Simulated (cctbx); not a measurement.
# Which space group?

Cell: a = 4.0330 Å, b = 4.8030 Å, c = 9.4530 Å, α = 90.00°, β = 90.00°, γ = 90.00°. Expected content of the cell: Pb2 I2 P2.

Simulated single-crystal data (cctbx): Ag Kα, λ = 0.56087 Å, to d = 0.75 Å, 50 % of the full sphere, strongest reflection 5000 counts, noise from counting, a 2 % proportional error and a noise floor of 15 counts (s.d.); no absorption.

A first pass over the reflections prints:

```text
909 reflections to d = 0.750 A
centring   violations  <I/sigma> of those
    A        349 of   478      9.9
    B        313 of   468      9.9
    C        302 of   458      9.9
    I        314 of   465     10.4
    R        400 of   604     10.1
    F        482 of   702      9.9
Laue class    unique    Rint  (classes that these axes allow; Friedel mates merged)
P -1              683   0.036
P 1 2/m 1         464   0.042
P 1 1 2/m         447   0.042
P 2/m 1 1         470   0.041
P m m m           294   0.047
space group    extra absences  I>4sigma  <I/sigma>
P 2 2 2                 0          0         -  acentric
P 21 2 2                4          0       0.1  acentric
P 2 21 2                3          0       0.1  acentric
P 21 21 2               7          0       0.1  acentric
P m m 2                 0          0         -  acentric
P 2 m m                 0          0         -  acentric
P m 2 m                 0          0         -  acentric
P 21 m n               24          0       0.2  acentric
P m 21 n               24          0       0.2  acentric
P m m m                 0          0         -  centric
P m m n :1             24          0       0.2  centric
P m m n :2             24          0       0.2  centric
Wilson B = 1.86 A^2   <|E^2-1|> = 0.741 (0.968 centric, 0.736 acentric)   E^2>4: 0.4 %
shell (A)         n   <I/sigma>
 9.45 - 1.50     45     25.2
 1.50 - 1.19     39     24.9
 1.19 - 1.04     32     17.3
 1.04 - 0.95     38     11.9
 0.95 - 0.88     36     12.7
 0.88 - 0.83     32     13.2
 0.83 - 0.78     32      8.7
 0.78 - 0.75     40      7.9
```

**Question.** What are the lattice type, the Laue class and the likely space group?

Every centring test has many violations, so the lattice is primitive.

Rint stays low (0.036 to 0.047) up to P m m m, the highest class in these axes.

12 settings pass the absence test. The most absences obeyed, 24, belong to P 21 m n, P m 21 n and P m m n, which absences can't tell apart.

⟨|E²−1|⟩ = 0.741 leans to a non-centrosymmetric structure. Here that hint misleads: the statistic assumes many like atoms on general positions, and few, heavy or special-position atoms break it. The Wilson B of 1.86 Å² means U ≈ 0.0236 Å².

The true group is Pmmn (no. 59, origin choice 1), Laue class mmm, centrosymmetric. The tables only narrow the choice to the tied entries; cell content, site symmetry and trial solutions must settle it.

The model is made up (kin elements in a known structure type, no relaxation), so it says nothing on whether the phase exists.

[Logs are printed without paths, hosts, clocks, repeated set-up lines and the standing remarks that a program may print on its own settings, such as how far it seeks lower states.]
